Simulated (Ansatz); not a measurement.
# What LiZrBr3 (built on the sites of a database entry of CsSnBr3) distorts into

Aim: this structure of LiZrBr3 (built on the sites of a database entry of CsSnBr3) is to be tested for unstable modes, and one is followed downhill.

Calculated with Ansatz 0.2.0; DFT PBEsol, scalar-relativistic, plane waves, norm-conserving pseudopotentials.

Most raw output is cut from this account.

The structure was built from a prototype and need not be the compound's stable phase.

## (1) The starting structure

It takes space group Pm-3m (No. 221, cubic). Conventional cell: a = 5.288 Å, b = 5.288 Å, c = 5.288 Å, α = 90.00°, β = 90.00°, γ = 90.00°. Nearest to Li lie 12 Br at 3.74 Å. Nearest to Zr lie 6 Br at 2.64 Å. Nearest to Br lie 2 Zr at 2.64 Å. Farther neighbours and most contacts between anions are not listed.

## (2) Response at finite wavevector

The cell comes from relaxations at this level that are not shown. Stability and thermal properties need the whole zone. Linear response on a 2×2×2 q mesh gives force constants as far as a supercell of that size would.

input.yaml

```yaml
crystal:
  lattice:
    - [5.2880942881, 0.0, 0.0]
    - [0.0, 5.2880942881, 0.0]
    - [0.0, 0.0, 5.2880942881]
  atoms:
    - { symbol: Li, position: [0.0, 0.0, 0.0] }
    - { symbol: Zr, position: [0.5, 0.5, 0.5] }
    - { symbol: Br, position: [0.5, 0.0, 0.5] }
    - { symbol: Br, position: [0.5, 0.5, 0.0] }
    - { symbol: Br, position: [0.0, 0.5, 0.5] }
kpoints:
  mp_grid: { grid: [8, 8, 8] }
hamiltonian:
  xc: pbesol
  pseudopotentials: { kind: nc }
scf:
  occupations: { method: methfessel_paxton, width: 0.2 }
output:
  eigenvalues: true
phonons:
  method: dfpt
  qmesh: [2, 2, 2]
  temperatures: { t_max: 1000, t_step: 50 }
  qpath:
    path:
      - [[0.0, 0.0, 0.0], [0.0, 0.5, 0.0], [0.5, 0.5, 0.0], [0.0, 0.0, 0.0], [0.5, 0.5, 0.5], [0.0, 0.5, 0.0]]
      - [[0.5, 0.5, 0.5], [0.5, 0.5, 0.0]]
    npoints: 10
```

Run with:

```
$ ansatz run input.yaml --threads 4 --pin off --max-ram 14336MiB --backend cpu --events-out ev --progress --plain --runs-dir out
```

Wall time 12 min (4 threads of Arm Neoverse V1, shared host); peak memory 3.7 GiB.

This step gave:

```
volume per atom                                         : 29.58 Å³
gap on the k-mesh                                       : 0 eV
sum-rule residual before enforcement                    : 6.73e-5 eV/Å²
lowest frequency on the path                            : -154.0 cm⁻¹
point group                                             : m-3m
highest frequency on the path or at a solved wavevector : 253.8 cm⁻¹
highest optical mode at the zone centre (no LO-TO term) : 253.8 cm⁻¹
lowest optical zone-centre mode                         : -154.0 cm⁻¹
lowest mode on the q mesh (acoustic modes at Γ apart)   : -154.0 cm⁻¹
```

Frequencies (cm⁻¹) solved at each irreducible wavevector; negative means imaginary. Frequencies by wavevector, by row:

```tsv
q in reciprocal lattice units	star	mode 1	mode 2	mode 3	mode 4	mode 13	mode 14	mode 15
0 0 0	1	-154	-154	-154	0	253.8	253.8	253.8
0 0 -0.5	3	-149.5	-149.5	-117	-5.9	212.8	249.1	249.1
0 -0.5 -0.5	3	-144.8	-136.1	-136.1	-46.2	211.5	216.6	243.6
-0.5 -0.5 -0.5	1	-151	-151	-151	-49	213.7	213.7	219.6
```

Interpolated from a 2×2×2 q mesh. The phonon branches at the labelled points (cm⁻¹):

```tsv
point	branch 1	branch 2	branch 3	branch 4	branch 12	branch 13	branch 14	branch 15
Γ	-154	-154	-154	0	86	254	254	254
halfway	-152	-152	-137	-5	101	236	251	251
X	-150	-150	-117	-6	126	213	249	249
halfway	-147	-143	-127	-32	126	213	233	246
M	-145	-136	-136	-46	127	212	217	244
halfway	-150	-141	-139	-15	101	233	235	249
Γ	-154	-154	-154	0	86	254	254	254
halfway	-143	-143	-142	-24	100	232	232	234
R	-151	-151	-151	-49	120	214	214	220
halfway	-146	-145	-136	-36	125	214	230	232
X	-150	-150	-117	-6	126	213	249	249
jump to R	-151	-151	-151	-49	120	214	214	220
halfway	-148	-144	-144	-48	124	213	217	230
M	-145	-136	-136	-46	127	212	217	244
```

Symmetry leaves 4 wavevectors to solve. The lowest mode among them, the acoustic zeros apart, lies at Γ and is imaginary, 154.0i cm⁻¹, so the energy falls along it.

## (3) The mode frozen in, largest atomic shift 0 Å

The mode followed lies at Γ with frequency 154.0i cm⁻¹ and is 3-fold degenerate, the softest among the wavevectors solved. At small amplitude the distorted cell has space group no. 160 by a symmetry search on the positions. The undistorted cell that holds it gives the zero of energy on the same k mesh.

input.yaml, the sections that differ from step 2:

```yaml
output:
  forces: true
  stress: true
  eigenvalues: true
# crystal, kpoints, hamiltonian, scf: as in step 2
# phonons: removed
```

Elapsed: 7.4 s, on 4 threads; peak memory 0.83 GiB; 29 s of CPU time.

Numbers from this step:

| Property | Result |
| --- | --- |
| pressure | 0.009070 GPa |
| energy from the undistorted cell | 0 meV/atom |

The run ends at a pressure of 0.01 GPa.

## (4) The mode frozen in, largest atomic shift 0.6 Å

The atoms are moved along the unstable eigenvector, the largest shift by 0.6 Å, with the cell fixed.

input.yaml, the sections that differ from step 3:

```yaml
crystal:
  lattice:
    - [5.2880942881, 0.0, 0.0]
    - [0.0, 5.2880942881, 0.0]
    - [0.0, 0.0, 5.2880942881]
  atoms:
    - { symbol: Li, position: [-0.0655075614, 0.0655075614, 0.0655075614] }
    - { symbol: Zr, position: [0.5004905521, 0.4995094479, 0.4995094479] }
    - { symbol: Br, position: [0.5022515949, -0.0006263824, 0.4977484051] }
    - { symbol: Br, position: [0.5022515949, 0.4977484051, -0.0006263824] }
    - { symbol: Br, position: [0.0006263824, 0.4977484051, 0.4977484051] }
# kpoints, hamiltonian, scf, output: as in step 3
```

Run time: 25 s. Hardware: 4 threads; peak memory 1 GiB.

Numbers from this step:

```
pressure                         : 0.07270 GPa
energy from the undistorted cell : -22.56 meV/atom
```

The energy, extrapolated to zero smearing, is -22.56 meV/atom against the undistorted cell.

The run ends at a pressure of 0.07 GPa, with forces up to 0.36 eV/Å.

## (5) Energy along the mode, all amplitudes (two of the runs are shown above)

An imaginary frequency means negative curvature, so the energy should fall and then rise again as anharmonic terms take over.

This step gave:

```yaml
depth_at_the_lowest_point_sampled: 22.56 meV/atom
largest_atomic_shift_at_that_point: 0.6 Å
```

Energy from the parent against largest atomic shift:

```tsv
largest atomic shift (Å)	energy from the parent (meV/atom)
0.000	0
0.040	-0.1
0.080	-0.4
0.140	-1.23
0.220	-3.03
0.320	-6.42
0.450	-12.7
0.600	-22.6
```

Displacement at unit largest shift by atom:

```tsv
atom	x (Å)	y (Å)	z (Å)	size
Li1	-0.577	0.577	0.577	0.999
Zr2	0.004	-0.004	-0.004	0.007
Br3	0.020	-0.006	-0.020	0.029
Br4	0.020	-0.020	-0.006	0.029
Br5	0.006	-0.020	-0.020	0.029
```

The lowest of the steps tried is the last one, at 0.6 Å, 22.6 meV/atom below the parent; the bottom of the well need not coincide with a step.

## (6) Relaxation from the frozen mode

Starting from the lowest point found, all atoms and the cell are let go, so that strain and other modes of the same symmetry can join in.

Edit input.yaml of step 4 so:

```diff
@@ -22 +22,6 @@
   eigenvalues: true
+relax:
+  adjacent_minimum: "off"
+  f_tol: 0.002
+  max_steps: 120
+  cell: { stress_tol: 0.03 }
```

Run time: 3.7 min. Hardware: 4 threads; peak memory 1.2 GiB.

Relaxation path:

```tsv
step	energy less that of the first step (eV)	largest force component (eV/Å)	pressure (GPa)	volume (Å³)
1	0.0000	0.2084	0.07	147.88
2	-0.1051	0.2770	-0.20	149.24
3	-0.2361	0.3061	-0.03	149.43
4	-0.3561	0.2507	-0.12	150.94
5	-0.4271	0.1540	0.46	150.98
6	-0.4397	0.0863	-0.07	154.10
7	-0.4544	0.0125	-0.02	153.17
8	-0.4551	0.0090	-0.01	152.92
9	-0.4552	0.0011	0.00	152.85
10*	-0.4557	0.0011	0.01	152.85
```

Relaxation steps marked * repeat the geometry before them on a plane-wave basis chosen anew for their cell, so energy and pressure can jump there.

The run keeps the 6 symmetry operations that it works with, so distortions that break them were not tested.

```tsv
conventional cell, symmetrised	before	after	change
a (Å)	7.478	7.368	-1.5 %
b (Å)	7.478	7.368	-1.5 %
c (Å)	9.159	9.752	+6.5 %
volume (Å³/atom)	29.58	30.57	+3.4 %
```

The atoms that moved most (Å, as changes of fractional coordinates times the final cell):

```tsv
atom	dx	dy	dz	length
Li1	-0.544	0.544	0.544	0.942
Br5	0.136	-0.139	-0.139	0.239
Br4	0.139	-0.139	-0.136	0.239
Br3	0.139	-0.136	-0.139	0.239
Zr2	0.130	-0.130	-0.130	0.225
```

The relaxed structure:

```cif
data_structure
_symmetry_space_group_name_H-M 'P 1'
_symmetry_Int_Tables_number 1
_cell_length_a 5.3540
_cell_length_b 5.3540
_cell_length_c 5.3540
_cell_angle_alpha 86.964
_cell_angle_beta 93.036
_cell_angle_gamma 93.036
_cell_volume 152.85
loop_
_atom_site_label
_atom_site_type_symbol
_atom_site_fract_x
_atom_site_fract_y
_atom_site_fract_z
_atom_site_occupancy
Li1 Li 0.83790 0.16210 0.16210 1
Zr2 Zr 0.52356 0.47644 0.47644 1
Br3 Br 0.52695 0.97524 0.47305 1
Br4 Br 0.52695 0.47305 0.97524 1
Br5 Br 0.02476 0.47305 0.47305 1
```

Numbers from this step:

- pressure: 0.01261 GPa
- volume per atom: 30.57 Å³

The distorted start has space group R3m; the relaxation ends in R3m.

## (7) The new phase in its own primitive cell

The relaxed structure is symmetrised, reduced to its primitive cell and relaxed tightly, as its phonons need.

input.yaml, the sections that differ from step 6:

```yaml
crystal:
  lattice:
    - [3.6842185786, 2.1270845881, 3.250741674]
    - [-3.6842185786, 2.1270845881, 3.250741674]
    - [0.0, -4.2541691763, 3.250741674]
  atoms:
    - { symbol: Li, position: [0.8379048585, 0.8379048585, 0.8379048585] }
    - { symbol: Zr, position: [0.5235605177, 0.5235605177, 0.5235605177] }
    - { symbol: Br, position: [0.0247557678, 0.5269457094, 0.5269457094] }
    - { symbol: Br, position: [0.5269457094, 0.0247557678, 0.5269457094] }
    - { symbol: Br, position: [0.5269457094, 0.5269457094, 0.0247557678] }
kpoints:
  mp_grid: { grid: [9, 9, 9] }
relax:
  adjacent_minimum: "off"
  f_tol: 0.001
  max_steps: 60
  cell: { stress_tol: 0.01 }
# hamiltonian, scf, output: as in step 6
```

Run time: 2.2 min. Hardware: 4 threads; peak memory 1.2 GiB; 8.6 min of CPU time.

The steps of the relaxation:

```tsv
step	energy less that of the first step (eV)	largest force component (eV/Å)	pressure (GPa)	volume (Å³)
1	0.0000	0.0063	0.06	152.85
2	0.0000	0.0060	-0.04	153.30
3	-0.0001	0.0017	-0.01	153.19
4	-0.0001	0.0008	0.00	153.15
5*	-0.0001	0.0008	0.00	153.15
```

Relaxation steps marked * repeat the geometry before them on a plane-wave basis chosen anew for their cell, so energy and pressure can jump there.

The run keeps the 6 symmetry operations that it works with, so distortions that break them were not tested.

```tsv
conventional cell, symmetrised	before	after	change
a (Å)	7.368	7.369	+0.0 %
b (Å)	7.368	7.369	+0.0 %
c (Å)	9.752	9.769	+0.2 %
volume (Å³/atom)	30.57	30.63	+0.2 %
```

Final coordinates:

```cif
data_structure
_symmetry_space_group_name_H-M 'P 1'
_symmetry_Int_Tables_number 1
_cell_length_a 5.3578
_cell_length_b 5.3578
_cell_length_c 5.3578
_cell_angle_alpha 86.902
_cell_angle_beta 86.902
_cell_angle_gamma 86.902
_cell_volume 153.15
loop_
_atom_site_label
_atom_site_type_symbol
_atom_site_fract_x
_atom_site_fract_y
_atom_site_fract_z
_atom_site_occupancy
Li1 Li 0.83747 0.83747 0.83747 1
Zr2 Zr 0.52354 0.52354 0.52354 1
Br3 Br 0.02475 0.52717 0.52717 1
Br4 Br 0.52717 0.02475 0.52717 1
Br5 Br 0.52717 0.52717 0.02475 1
```

Numbers from this step:

| Property | Result |
| --- | --- |
| pressure | 0.001874 GPa |
| volume per atom | 30.63 Å³ |

The largest force component left is 0.79 meV/Å and the pressure is 0.002 GPa, within the tolerances set. The cell now holds 30.63 Å³/atom.

## (8) Modes of the new phase, k-mesh 9×9×9

A relaxed structure may still be a saddle point, so its zone-centre modes are computed. No field response is asked, since the mesh shows no gap.

input.yaml, the sections that differ from step 7:

```yaml
crystal:
  lattice:
    - [3.6847193895, 2.1273737314, 3.2561902579]
    - [-3.6847193895, 2.1273737314, 3.2561902579]
    - [0.0, -4.2547474629, 3.2561902579]
  atoms:
    - { symbol: Li, position: [0.8374738922, 0.8374738922, 0.8374738922] }
    - { symbol: Zr, position: [0.5235377959, 0.5235377959, 0.5235377959] }
    - { symbol: Br, position: [0.024754477, 0.5271731988, 0.5271731988] }
    - { symbol: Br, position: [0.5271731988, 0.024754477, 0.5271731988] }
    - { symbol: Br, position: [0.5271731988, 0.5271731988, 0.024754477] }
output:
  eigenvalues: true
phonons:
  method: dfpt
# kpoints, hamiltonian, scf: as in step 7
# relax: removed
```

Wall time 30 min (4 threads); peak memory 11 GiB; 2 h of CPU time.

Numbers from this step:

| Property | Result |
| --- | --- |
| sum-rule residual before enforcement | 1.04e-4 eV/Å² |
| point group | 3m |
| highest optical mode at the zone centre (no LO-TO term) | 293.0 cm⁻¹ |
| lowest optical zone-centre mode | 37.71 cm⁻¹ |

Patterns of degenerate modes are one choice out of their space. The modes at Γ (shares of kinetic energy by element, %):

```tsv
mode	frequency (cm⁻¹)	symmetry	Li %	Zr %	Br %
1	0.0	acoustic	2	27	71
2	0.0	acoustic	2	27	71
3	0.0	acoustic	2	27	71
4	37.7	A2	0	0	100
5	47.4	E	8	4	88
6	47.4	E	8	4	88
7	84.4	E	0	25	75
8	84.4	E	0	25	75
9	113.6	A1	1	28	71
10	218.3	E	80	6	14
11	218.3	E	80	6	14
12	237.2	E	10	37	53
13	237.2	E	10	37	53
14	238.4	A1	6	42	53
15	293.0	A1	91	3	5
```

Displacements in mode 4 (37.7 cm⁻¹), the largest set to 1:
```
Li1  0.00  0.00  0.00
Zr2  0.00  0.00  0.00
Br3 -0.50  0.87  0.00
Br4 -0.50 -0.87  0.00
Br5  1.00  0.00  0.00
```

Displacements in mode 13 (237.2 cm⁻¹), the largest set to 1:
```
Li1 -0.01  1.00  0.00
Zr2  0.00  0.53  0.00
Br3 -0.22 -0.10 -0.13
Br4  0.22 -0.10 -0.14
Br5  0.00 -0.48  0.27
```

Before it was imposed, the acoustic sum rule was missed by 1.0e-4 eV/Å². Small misses are needed for a sound result but don't prove that mesh and cutoff are converged. The lowest optical mode is real, 37.7 cm⁻¹.

## (9) Results

| Property | Result |
| --- | --- |
| unstable mode of the parent | q = (0, 0, 0), 154i cm⁻¹ |
| depth at the lowest point sampled | 22.6 meV/atom |
| largest atomic shift at that point | 0.6 Å |
| space group reached (within 0.01 Å) | R3m |
| energy gained over the parent (first relaxation, on the mesh of the frozen mode) | 114 meV/atom |
| volume per atom, phase reached | 30.6 Å³ |
| lowest optical zone-centre mode, phase reached | 37.7 cm⁻¹ |
| highest optical mode at the zone centre (no LO-TO term), phase reached | 293 cm⁻¹ |

**Reading.** Along this mode the structure falls into R3m, 114 meV/atom below the parent. At the parent's cell the well is 22.56 meV/atom deep on the steps tried, with its lowest point at a shift of 0.6 Å. That is the last step tried, so the steps alone don't bracket the bottom of the well. Relaxing atoms and cell changes the gain by +91.67 meV/atom against the lowest step (energies at zero smearing). Most of the total comes from this relaxation. The new phase has no imaginary mode at the zone centre of its cell; other wavevectors were not checked. Of the 4 patterns followed to their end from this parent, this one reaches the lowest energy. Each path keeps the symmetry of its pattern, so a lower phase may lie along a pattern not tried. With no gap, or one that is small against the smearing, the frequencies hang on the k mesh and the smearing, most of all near Kohn anomalies. The starting cell was built on a prototype and not taken from a measurement, so the phase need not exist.

[Logs are printed without paths, hosts, clocks, repeated set-up lines and the standing remarks that a program may print on its own settings, such as how far it seeks lower states.]

[Hosts, paths, dates, database ids (printed as entryN), source tags and the programs' standing remarks are cut or masked in the printed files.]
